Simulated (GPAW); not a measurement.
**KZnF3 (Pm-3m): G0W0 on several meshes in GPAW**

How does the mesh move the gap of KZnF3 (Pm-3m)?

Main program and level: GPAW 26.7.0; PBE and many-body steps on it, plane waves.

This is a report of a sequence of runs, with most program output left out.

## (1) The structure

Symmetry: Pm-3m, No. 221, cubic system. The conventional cell has a = 4.050 Å, b = 4.050 Å, c = 4.050 Å, α = 90.00°, β = 90.00°, γ = 90.00°. Nearest to K lie 12 F at 2.86 Å. Nearest to Zn lie 6 F at 2.03 Å. F has 2 Zn at 2.03 Å and 4 K at 2.86 Å nearest. Farther neighbours and most contacts between anions are not listed.

As a file:

```cif
data_structure
_symmetry_space_group_name_H-M 'Pm-3m'
_symmetry_Int_Tables_number 221
_cell_length_a 4.0500
_cell_length_b 4.0500
_cell_length_c 4.0500
_cell_angle_alpha 90.000
_cell_angle_beta 90.000
_cell_angle_gamma 90.000
_cell_volume 66.43
loop_
_atom_site_label
_atom_site_type_symbol
_atom_site_symmetry_multiplicity
_atom_site_Wyckoff_symbol
_atom_site_fract_x
_atom_site_fract_y
_atom_site_fract_z
_atom_site_occupancy
K1 K 1 a 0.00000 0.00000 0.00000 1
Zn1 Zn 1 b 0.50000 0.50000 0.50000 1
F1 F 3 c 0.50000 0.50000 0.00000 1
```

The cell and positions come from the Crystallography Open Database and are kept as given unless a step says otherwise.

## (2) Empty states on the mesh, 4×4×4 mesh, 315 bands

This step: GPAW 26.7.0; DFT, PBE, plane waves, PAW.

The sums over transitions need many empty states on a uniform mesh; this step solves for them.

Contents of run.py:

```python
import json
import numpy as np
from gpaw.mpi import world
from gpaw import GPAW

calc = GPAW('gs.gpw').fixed_density(kpts={'size': (4, 4, 4), 'gamma': True},
    parallel={'domain': 1, 'band': 1},
    txt='nscf.txt')
calc.diagonalize_full_hamiltonian(nbands=315)
calc.write('full.gpw', mode='all')
res = {}
kpts = calc.get_ibz_k_points()
res['kpts'] = kpts
res['eigenvalues'] = [calc.get_eigenvalues(kpt=k) for k in range(len(kpts))]
res['n_electrons'] = calc.get_number_of_electrons()

if world.rank == 0:
    with open('result.json', 'w') as f:
        json.dump(res, f, default=lambda x: x.tolist())
```

Command:

```bash
> mpirun -n 4 gpaw python run.py
```

It took 70 s on 4 MPI ranks of Arm Neoverse N1, shared host; peak memory 2.3 GiB; 4.6 min of CPU time.

This step gave:

* gap: 3.811 eV
* k of the valence top: 0.5, 0.5, 0.5
* k of the conduction bottom: 0, 0, 0
* least direct gap: 5.670 eV
* k points computed: 10
* lowest point of the top converged band, above the valence top: 150.4144 eV

On this mesh the gap is 3.811 eV.

## (3) 4×4×4

Now the one-shot GW correction: screening in the RPA, then the self-energy of the levels asked for.

This step: G0W0 on PBE, plane waves, PAW.

Contents of run.py:

```python
import json
import numpy as np
from gpaw.mpi import world
from gpaw.response.g0w0 import G0W0

gw = G0W0('full.gpw',
    filename='gw',
    kpts=[0, 9],
    bands=(19, 23),
    ecut=96,
    nbands=141,
    integrate_gamma='WS',
    ppa=True)
gw.calculate()
res = {mode: {k: v for k, v in r.items() if k != 'sigma_eskwn'}
       for mode, r in gw.all_results.items()}

if world.rank == 0:
    with open('result.json', 'w') as f:
        json.dump(res, f, default=lambda x: x.tolist())
```

Command:

```bash
> mpirun -n 4 gpaw python run.py
```

Run time: 100 s. Hardware: 4 MPI ranks; peak memory 1.6 GiB; 6.7 min of CPU time.

This step gave:

```yaml
g0w0_gap_on_the_points_computed: 7.682 eV
least_direct_g0w0_gap_on_the_computed_points: 9.049 eV
z_at_the_valence_top: 0.8117
z_at_the_conduction_bottom: 0.8747
starting_gap_on_the_mesh: 3.811 eV
k_of_the_valence_top: 0.5, 0.5, 0.5
k_of_the_conduction_bottom: 0, 0, 0
```

The gap on the mesh goes from 3.81 eV to 7.68 eV, a correction of +3.87 eV.

## (4) Empty states on the mesh, 2×2×2 mesh, 151 bands

This step: DFT, PBE, plane waves, PAW.

Contents of run.py:

```python
import json
import numpy as np
from gpaw.mpi import world
from gpaw import GPAW

calc = GPAW('gs.gpw').fixed_density(kpts={'size': (2, 2, 2), 'gamma': True},
    nbands=176,
    convergence={'bands': 151},
    txt='nscf.txt')
calc.write('full.gpw', mode='all')
res = {}
kpts = calc.get_ibz_k_points()
res['kpts'] = kpts
res['eigenvalues'] = [calc.get_eigenvalues(kpt=k) for k in range(len(kpts))]
res['n_electrons'] = calc.get_number_of_electrons()

if world.rank == 0:
    with open('result.json', 'w') as f:
        json.dump(res, f, default=lambda x: x.tolist())
```

Command:

```bash
> mpirun -n 4 gpaw python run.py
```

Elapsed: 24 s, on 4 MPI ranks; peak memory 0.82 GiB; 97 s of CPU time.

This step gave:

* gap: 3.811 eV
* k of the valence top: 0.5, 0.5, 0.5
* k of the conduction bottom: 0, 0, 0
* least direct gap: 5.670 eV
* k points computed: 4
* lowest point of the top converged band, above the valence top: 83.8815 eV

On this mesh the gap is 3.811 eV.

## (5) 2×2×2

This step: G0W0 on PBE, plane waves, PAW.

Contents of run.py:

```python
import json
import numpy as np
from gpaw.mpi import world
from gpaw.response.g0w0 import G0W0

gw = G0W0('full.gpw',
    filename='gw',
    kpts=[0, 3],
    bands=(19, 23),
    ecut=96,
    nbands=141,
    integrate_gamma='WS',
    ppa=True)
gw.calculate()
res = {mode: {k: v for k, v in r.items() if k != 'sigma_eskwn'}
       for mode, r in gw.all_results.items()}

if world.rank == 0:
    with open('result.json', 'w') as f:
        json.dump(res, f, default=lambda x: x.tolist())
```

Command:

```bash
> mpirun -n 4 gpaw python run.py
```

It took 18 s on 4 MPI ranks; peak memory 1.4 GiB; 72 s of CPU time.

This step gave:

```
G0W0 gap on the points computed              : 7.665 eV
least direct G0W0 gap on the computed points : 9.088 eV
Z at the valence top                         : 0.8115
Z at the conduction bottom                   : 0.8727
starting gap on the mesh                     : 3.811 eV
k of the valence top                         : 0.5, 0.5, 0.5
k of the conduction bottom                   : 0, 0, 0
```

Against G0W0 in GPAW (4×4×4 mesh, 141 bands, screening to 96 eV, Godby-Needs plasmon pole), the gap moves by −0.017 eV.

## (6) The runs together

Times are wall times on 4 MPI ranks of Arm Neoverse N1, shared host, good to a factor of about two.

```csv
run,mesh,bands,screening cutoff (eV),DFT gap (eV),gap on the mesh (eV),direct (eV),time
4×4×4,4×4×4,141,96,3.811,7.682,9.049,100 s
2×2×2,2×2×2,141,96,3.811,7.665,9.088,18 s
```

## (7) Results

| Quantity | Value |
| --- | --- |
| 4×4×4 | 7.682 eV |
| 2×2×2 | 7.665 eV |
| known limits | not at the basis limit; d shell near the gap, gap tends to lie low; coarse k mesh |

In words: 2×2×2: −0.017 eV against 4×4×4. Bands and cutoff are finite, so the gap is not at the basis limit. The miss can reach some tenths of an eV and take either sign; the mesh is an error of its own. These stock PAW sets were not made for GW. In the G0W0 runs levels were corrected at 2 k points alone, so a gap called «on the mesh» is the least over those, and an edge elsewhere would be missed. The 4×4×4 mesh is coarse for this cell, which bears on the long-range parts of exchange and screening. Mesh or cutoff lie under what a gap needs, so these runs test behaviour and cost; their gaps are not to be quoted. This is the ideal cubic cell; many perovskites, halides above all, are cubic only on average, and local tilts or off-centring can widen the gap. A d shell, filled or nearly so, lies near the gap. One-shot GW converges very slowly in bands there, not always from below, and on a semilocal start the gap tends to come out low; starts rich in exact exchange can overshoot instead.

[Paths, hosts, dates, memory and timing lines, banners, echoed tables and standing remarks are left out of the program output.]

[Logs are printed without paths, hosts, clocks, repeated set-up lines and the standing remarks that a program may print on its own settings, such as how far it seeks lower states.]

[Runs of the session that timed out or met a known fault of the program may be left out.]

[Hosts, paths, dates, database ids (printed as entryN), source tags and the programs' standing remarks are cut or masked in the printed files.]
